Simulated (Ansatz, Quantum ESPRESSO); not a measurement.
# Complex bands of LiH, rock salt type, lattice constant set to 3.822 Å, part 2 of 3

How good a tunnel barrier is LiH, rock salt type, lattice constant set to 3.822 Å?

Quantum ESPRESSO 7.5; plane-wave DFT, LDA, GBRV ultrasoft pseudopotentials; cross-check by Ansatz 0.2.0 with PAW datasets.

So far. Step 2 (Self-consistent run): The run needed 9 iterations to bring the estimated error under 1e-09 Ry.

**3. Complex band structure**

Level of this step: complex band structure by pwcond; plane-wave DFT, LDA, GBRV ultrasoft pseudopotentials (Quantum ESPRESSO).

ikind = 0 solves one period of the crystal for all kz, real and complex, at each energy and k across. ewind and epsproj trim the two-dimensional plane-wave basis; nz1 sets the subslabs.

Contents of cbs.in:

```
&inputcond
  outdir = './out'
  prefixl = 'scf'
  band_file = 'cbs'
  ikind = 0
  ewind = 4.0
  epsproj = 1e-05
  nz1 = 7
  energy0 = 7.44
  denergy = -0.24
/
4
  0.00000000 0.00000000 1.00000000
  0.50000000 0.00000000 1.00000000
  0.50000000 0.50000000 1.00000000
  0.25000000 0.00000000 1.00000000
40
```

On the command line:

```bash
$ OMP_NUM_THREADS=1 mpirun -n 2 pwcond.x -in cbs.in > cbs.out
```

The log of the run:

```text
[banner, memory and clock lines left out]
Program PWCOND v.7.5 starts

          URL

     ./out/scf.save/

     IMPORTANT: XC functional enforced from input :
     Exchange-correlation= PZ
                           (   1   1   0   0   0   0   0)
     Any further DFT definition will be discarded
     Please, verify this is what you really want

     Reading collected, re-writing distributed wavefunctions

===== INPUT FILE containing the left lead =====

     GEOMETRY:

     lattice parameter (alat)  =       5.1071  a.u.
     the volume                =     188.3817 (a.u.)^3
     the cross section         =      26.0825 (a.u.)^2
     l of the unit cell        =       1.4142 (alat)
     number of atoms/cell      =            4
     number of atomic types    =            2

     crystal axes: (cart. coord. in units of alat)
               a(1) = (  1.0000  0.0000  0.0000 )
               a(2) = (  0.0000  1.0000  0.0000 )
               a(3) = (  0.0000  0.0000  1.4142 )

   Cartesian axes

     site n.     atom                  positions (alat units)
          1        Li     tau(  1)=(  0.0000  0.0000  1.4142  )
          2        H      tau(  2)=(  0.5000  0.5000  1.4142  )
          3        Li     tau(  3)=(  0.5000  0.5000  0.7071  )
          4        H      tau(  4)=(  0.0000  0.0000  0.7071  )

     nr1s                      =           24
     nr2s                      =           24
     nr3s                      =           30
     nr1sx                     =           24
     nr2sx                     =           24
     nr3sx                     =           30
     nr1                       =           24
     nr2                       =           24
     nr3                       =           36
     nr1x                      =           24
     nr2x                      =           24
     nr3x                      =           36

 _______________________________
  Radii of nonlocal spheres:

     type       ibeta     ang. mom.          radius (alat units)
       Li         1         0                    0.3948
       Li         2         0                    0.3948
       Li         3         0                    0.3948
       Li         4         1                    0.3948
       Li         5         1                    0.3948
       H          1         0                    0.2355
       H          2         0                    0.2355
----- General information -----

----- Complex band structure calculation -----

     nrx                       =           24
     nry                       =           24
     nz1                       =            7

     energy0               =         7.4E+00
     denergy               =        -2.4E-01
     nenergy               =         40
     ecut2d                =         4.0E+01
     ewind                 =         4.0E+00
     epsproj               =         1.0E-05

     number of k_|| points=    4
                       cryst. coord.
        k(    1) = (   0.0000000   0.0000000), wk =   0.2500000
        k(    2) = (   0.5000000   0.0000000), wk =   0.2500000
        k(    3) = (   0.5000000   0.5000000), wk =   0.2500000
        k(    4) = (   0.2500000   0.0000000), wk =   0.2500000
----- Information about left lead -----

     nocros                   =           11
     noins                    =           11
     norb                     =           33
     norbf                    =           33
     nrz                      =           30

      iorb      type   ibeta   ang. mom.   m       position (alat)
        1        1       1        0        1   taunew(   1)=(  0.0000  0.0000  0.0000)
        2        1       2        0        1   taunew(   2)=(  0.0000  0.0000  0.0000)
        3        1       3        0        1   taunew(   3)=(  0.0000  0.0000  0.0000)
        4        1       4        1        1   taunew(   4)=(  0.0000  0.0000  0.0000)
        5        1       4        1        2   taunew(   5)=(  0.0000  0.0000  0.0000)
        6        1       4        1        3   taunew(   6)=(  0.0000  0.0000  0.0000)
        7        1       5        1        1   taunew(   7)=(  0.0000  0.0000  0.0000)
        8        1       5        1        2   taunew(   8)=(  0.0000  0.0000  0.0000)
        9        1       5        1        3   taunew(   9)=(  0.0000  0.0000  0.0000)
       10        2       1        0        1   taunew(  10)=(  0.5000  0.5000  0.0000)
       11        2       2        0        1   taunew(  11)=(  0.5000  0.5000  0.0000)
       12        1       1        0        1   taunew(  12)=(  0.5000  0.5000  0.7071)
       13        1       2        0        1   taunew(  13)=(  0.5000  0.5000  0.7071)
       14        1       3        0        1   taunew(  14)=(  0.5000  0.5000  0.7071)
       15        1       4        1        1   taunew(  15)=(  0.5000  0.5000  0.7071)
       16        1       4        1        2   taunew(  16)=(  0.5000  0.5000  0.7071)
       17        1       4        1        3   taunew(  17)=(  0.5000  0.5000  0.7071)
       18        1       5        1        1   taunew(  18)=(  0.5000  0.5000  0.7071)
       19        1       5        1        2   taunew(  19)=(  0.5000  0.5000  0.7071)
       20        1       5        1        3   taunew(  20)=(  0.5000  0.5000  0.7071)
       21        2       1        0        1   taunew(  21)=(  0.0000  0.0000  0.7071)
       22        2       2        0        1   taunew(  22)=(  0.0000  0.0000  0.7071)
       23        1       1        0        1   taunew(  23)=(  0.0000  0.0000  1.4142)
       24        1       2        0        1   taunew(  24)=(  0.0000  0.0000  1.4142)
       25        1       3        0        1   taunew(  25)=(  0.0000  0.0000  1.4142)
       26        1       4        1        1   taunew(  26)=(  0.0000  0.0000  1.4142)
       27        1       4        1        2   taunew(  27)=(  0.0000  0.0000  1.4142)
       28        1       4        1        3   taunew(  28)=(  0.0000  0.0000  1.4142)
       29        1       5        1        1   taunew(  29)=(  0.0000  0.0000  1.4142)
       30        1       5        1        2   taunew(  30)=(  0.0000  0.0000  1.4142)
       31        1       5        1        3   taunew(  31)=(  0.0000  0.0000  1.4142)
       32        2       1        0        1   taunew(  32)=(  0.5000  0.5000  1.4142)
       33        2       2        0        1   taunew(  33)=(  0.5000  0.5000  1.4142)
    k slab    z(k)  z(k+1)     crossing(iorb=1,norb)
    1   0.0000 0.0471 0.0471   111111111110000000000000000000000
    2   0.0471 0.0943 0.0471   111111111110000000000000000000000
    3   0.0943 0.1414 0.0471   111111111110000000000000000000000
    4   0.1414 0.1886 0.0471   111111111110000000000000000000000
    5   0.1886 0.2357 0.0471   111111111110000000000000000000000
    6   0.2357 0.2828 0.0471   111111111000000000000000000000000
    7   0.2828 0.3300 0.0471   111111111001111111110000000000000
    8   0.3300 0.3771 0.0471   111111111001111111110000000000000
    9   0.3771 0.4243 0.0471   111111111001111111110000000000000
   10   0.4243 0.4714 0.0471   000000000001111111110000000000000
   11   0.4714 0.5185 0.0471   000000000001111111111100000000000
   12   0.5185 0.5657 0.0471   000000000001111111111100000000000
   13   0.5657 0.6128 0.0471   000000000001111111111100000000000
   14   0.6128 0.6600 0.0471   000000000001111111111100000000000
   15   0.6600 0.7071 0.0471   000000000001111111111100000000000
   16   0.7071 0.7542 0.0471   000000000001111111111100000000000
   17   0.7542 0.8014 0.0471   000000000001111111111100000000000
   18   0.8014 0.8485 0.0471   000000000001111111111100000000000
   19   0.8485 0.8957 0.0471   000000000001111111111100000000000
   20   0.8957 0.9428 0.0471   000000000001111111111100000000000
   21   0.9428 0.9899 0.0471   000000000001111111110000000000000
   22   0.9899 1.0371 0.0471   000000000001111111110011111111100
   23   1.0371 1.0842 0.0471   000000000001111111110011111111100
   24   1.0842 1.1314 0.0471   000000000001111111110011111111100
   25   1.1314 1.1785 0.0471   000000000000000000000011111111100
   26   1.1785 1.2257 0.0471   000000000000000000000011111111111
   27   1.2257 1.2728 0.0471   000000000000000000000011111111111
   28   1.2728 1.3199 0.0471   000000000000000000000011111111111
   29   1.3199 1.3671 0.0471   000000000000000000000011111111111
   30   1.3671 1.4142 0.0471   000000000000000000000011111111111
 ngper, shell number =           89          15
 ngper, n2d =           89          37
---  E-Ef =    7.4400000  k =    0.0000000   0.0000000
---  ie =          1  ik =          1
 Nchannels of the left tip =            1
 Right moving states:
   k1(2pi/a)   k2(2pi/a)   E-Ef (eV)
   0.3229957   0.0000000   7.4400000
 Left moving states:
   k1(2pi/a)   k2(2pi/a)   E-Ef (eV)
  -0.3229957  -0.0000000   7.4400000

---  E-Ef =    7.2000000  k =    0.0000000   0.0000000
---  ie =          2  ik =          1
 Nchannels of the left tip =            1
 Right moving states:
   k1(2pi/a)   k2(2pi/a)   E-Ef (eV)
   0.3114041   0.0000000   7.2000000
 Left moving states:
   k1(2pi/a)   k2(2pi/a)   E-Ef (eV)
  -0.3114041  -0.0000000   7.2000000
[... further energies and points left out ...]
---  E-Ef =   -1.6800000  k =    0.2500000   0.0000000
---  ie =         39  ik =          4
 Nchannels of the left tip =            1
 Right moving states:
   k1(2pi/a)   k2(2pi/a)   E-Ef (eV)
  -0.1905876  -0.0000000  -1.6800000
 Left moving states:
   k1(2pi/a)   k2(2pi/a)   E-Ef (eV)
   0.1905876  -0.0000000  -1.6800000

---  E-Ef =   -1.9200000  k =    0.2500000   0.0000000
---  ie =         40  ik =          4
 Nchannels of the left tip =            1
 Right moving states:
   k1(2pi/a)   k2(2pi/a)   E-Ef (eV)
  -0.2204626  -0.0000000  -1.9200000
 Left moving states:
   k1(2pi/a)   k2(2pi/a)   E-Ef (eV)
   0.2204626  -0.0000000  -1.9200000

Note: The following floating-point exceptions are signalling: IEEE_UNDERFLOW_FLAG IEEE_DENORMAL
Note: The following floating-point exceptions are signalling: IEEE_UNDERFLOW_FLAG IEEE_DENORMAL
```

It took 6.9 s on 2 MPI ranks of Intel Xeon 6975P-C (Granite Rapids), shared host; peak memory 0.11 GiB; 13 s of CPU time.

This step gave:

| Property | Result |
| --- | --- |
| peak of the smallest κ at the zone centre | 0.127 Å⁻¹ |
| energy of the peak at the zone centre | 1.2 eV |
| peak of the smallest κ at (1/2, 1/2) | 0.613 Å⁻¹ |
| peak of the smallest κ at (1/4, 0) | 0.27 Å⁻¹ |

K across = (0, 0) in the cell's reciprocal vectors; values within 0.0025 1/Å of each other count once, columns are sorted by size at each energy, a dash where no further value was kept. Im kz of the slowest decaying states against energy, zero at the highest filled level of the SCF mesh:

```tsv
energy (eV)	decay 1 (Å⁻¹)	decay 2 (Å⁻¹)	decay 3 (Å⁻¹)
-1.92	1.87	1.89	2.08
-1.44	1.83	1.91	2.05
-0.96	1.80	1.95	2.02
-0.48	1.76	1.99	1.99
-0.24	1.74	1.97	1.98
0.00	1.72	1.96	1.98
0.24	0.078	1.71	1.94
0.72	0.118	1.67	1.91
1.20	0.127	1.63	1.87
1.68	0.116	1.59	1.84
2.16	0.08	1.55	1.80
2.64	1.51	1.77	1.87
2.88	1.49	1.75	1.85
3.36	1.44	1.72	1.83
3.84	1.40	1.68	1.81
4.32	1.35	1.64	1.79
4.80	1.30	1.60	1.76
5.28	1.25	1.56	1.74
5.76	1.2	1.52	1.71
6.00	1.17	1.5	1.70
6.48	1.12	1.46	1.68
6.96	1.06	1.41	1.65
7.44	0.994	1.37	1.62
```

K across = (0, 0) in the cell's reciprocal vectors. Re kz of states that move upwards, channel 1 against energy, zero at the highest filled level of the SCF mesh:

```tsv
energy (eV)	Re kz of states that move upwards, channel 1 (Å⁻¹)
-1.92	-0.345
-1.68	-0.310
-1.44	-0.275
-1.20	-0.240
-0.96	-0.205
-0.72	-0.169
-0.48	-0.131
-0.24	-0.0880
0.00	-0.00236
0.24	-
0.72	-
0.96	-
1.20	-
1.44	-
1.68	-
1.92	-
2.16	-
2.40	-
2.64	0.0676
2.88	0.107
3.12	0.139
3.36	0.167
3.60	0.193
3.84	0.218
4.08	0.242
4.32	0.265
4.56	0.288
4.80	0.310
5.28	0.352
5.52	0.373
5.76	0.394
6.00	0.414
6.24	0.434
6.48	0.454
6.72	0.473
6.96	0.493
7.20	0.512
7.44	0.531
```

K across = (1/2, 0) in the cell's reciprocal vectors; values within 0.0025 1/Å of each other count once, columns are sorted by size at each energy, a dash where no further value was kept. Im kz of the slowest decaying states against energy, zero at the highest filled level of the SCF mesh:

```tsv
energy (eV)	decay 1 (Å⁻¹)	decay 2 (Å⁻¹)	decay 3 (Å⁻¹)
-1.92	1.23	2.20	3.14
-1.68	1.24	2.19	3.13
-1.20	1.24	2.16	3.11
-0.96	1.24	2.14	3.10
-0.72	1.23	2.13	3.09
-0.24	1.22	2.10	3.07
0.00	1.19	1.23	2.08
0.24	1.10	1.3	2.07
0.72	1.01	1.35	2.04
0.96	0.976	1.36	2.02
1.20	0.94	1.37	2.00
1.68	0.87	1.39	1.97
1.92	0.834	1.39	1.96
2.16	0.798	1.40	1.94
2.64	0.724	1.40	1.91
2.88	0.685	1.40	1.89
3.36	0.6	1.39	1.86
3.60	0.553	1.39	1.84
3.84	0.502	1.39	1.82
4.32	0.382	1.38	1.79
4.56	0.305	1.37	1.77
4.80	0.2	1.37	1.75
5.28	1.36	1.71	2.82
5.52	1.35	1.70	2.81
5.76	1.34	1.68	2.79
6.24	1.32	1.64	2.77
6.48	1.32	1.62	2.76
6.72	1.31	1.60	2.75
7.20	1.29	1.56	2.73
7.44	1.28	1.54	2.71
```

K across = (1/2, 1/2) in the cell's reciprocal vectors; values within 0.0025 1/Å of each other count once, columns are sorted by size at each energy, a dash where no further value was kept. Im kz of the slowest decaying states against energy, zero at the highest filled level of the SCF mesh:

```tsv
energy (eV)	decay 1 (Å⁻¹)	decay 2 (Å⁻¹)	decay 3 (Å⁻¹)
-1.92	0.869	1.08	2.99
-1.68	0.819	1.05	2.98
-1.44	0.761	1.02	2.97
-1.20	0.694	0.987	2.96
-0.96	0.611	0.954	2.95
-0.72	0.5	0.92	2.94
-0.48	0.319	0.885	2.92
-0.24	0.848	2.91	3.20
0.00	0.81	2.90	3.19
0.24	0.377	0.769	2.89
0.72	0.562	0.681	2.87
0.96	0.613	0.633	2.85
1.20	0.58	0.651	2.84
1.44	0.522	0.68	2.83
1.68	0.456	0.703	2.82
1.92	0.38	0.722	2.80
2.16	0.283	0.736	2.79
2.40	0.127	0.748	2.78
2.64	0.758	2.77	3.07
2.88	0.765	2.75	3.06
3.12	0.77	2.74	3.05
3.36	0.774	2.73	3.04
3.60	0.776	2.72	3.03
3.84	0.777	2.70	3.02
4.08	0.777	2.69	3.01
4.32	0.775	2.68	3.00
4.56	0.773	2.66	2.99
4.80	0.769	2.65	2.98
5.28	0.759	2.62	2.96
5.52	0.753	2.61	2.95
5.76	0.746	2.60	2.94
6.00	0.737	2.58	2.93
6.24	0.728	2.57	2.92
6.48	0.719	2.56	2.90
6.72	0.708	2.54	2.89
6.96	0.696	2.53	2.88
7.20	0.683	2.51	2.87
7.44	0.669	2.50	2.86
```

K across = (1/4, 0) in the cell's reciprocal vectors; values within 0.0025 1/Å of each other count once, columns are sorted by size at each energy, a dash where no further value was kept. Table of Im kz of the slowest decaying states by energy, zero at the highest filled level of the SCF mesh:

```tsv
energy (eV)	decay 1 (Å⁻¹)	decay 2 (Å⁻¹)	decay 3 (Å⁻¹)
-1.92	1.57	1.86	1.96
-1.68	1.54	1.85	1.94
-1.44	1.52	1.84	1.92
-1.20	1.50	1.83	1.91
-0.96	1.48	1.82	1.89
-0.72	1.45	1.81	1.87
-0.48	0.125	1.43	1.81
-0.24	0.173	1.40	1.80
0.00	0.205	1.38	1.79
0.24	0.228	1.35	1.78
0.72	0.256	1.30	1.76
0.96	0.264	1.27	1.75
1.20	0.268	1.25	1.73
1.44	0.27	1.22	1.71
1.68	0.268	1.19	1.69
1.92	0.263	1.16	1.68
2.16	0.256	1.13	1.66
2.40	0.244	1.10	1.64
2.64	0.229	1.07	1.62
2.88	0.21	1.03	1.60
3.12	0.183	1	1.58
3.36	0.147	0.965	1.56
3.60	0.088	0.929	1.53
3.84	0.893	1.51	1.62
4.08	0.855	1.49	1.61
4.32	0.816	1.47	1.60
4.56	0.776	1.45	1.58
4.80	0.736	1.43	1.57
5.28	0.651	1.38	1.55
5.52	0.608	1.36	1.53
5.76	0.564	1.33	1.52
6.00	0.52	1.31	1.51
6.24	0.475	1.28	1.50
6.48	0.429	1.26	1.48
6.72	0.381	1.23	1.47
6.96	0.33	1.21	1.46
7.20	0.274	1.18	1.44
7.44	0.207	1.15	1.43
```

The program's own clock; routines nest. Time by routine:

```tsv
routine	wall time (s)	calls
PWCOND	6.15	1
scatter_forw	3.94	160
compbs	1.74	160
compbs_2	1.64	160
init	0.4	1
poten	0.13	1
local	0.06	4
```

[end of part 2 of 3]

[Logs are printed without paths, hosts, clocks, repeated set-up lines and the standing remarks that a program may print on its own settings, such as how far it seeks lower states.]

[Hosts, paths, dates, database ids (printed as entryN), source tags and the programs' standing remarks are cut or masked in the printed files.]

[Maps of the electrostatic potential energy from Ansatz leave out the sawtooth potential of an applied field or a dipole correction, so their vacuum need not be flat; planar profiles and work functions include it.]
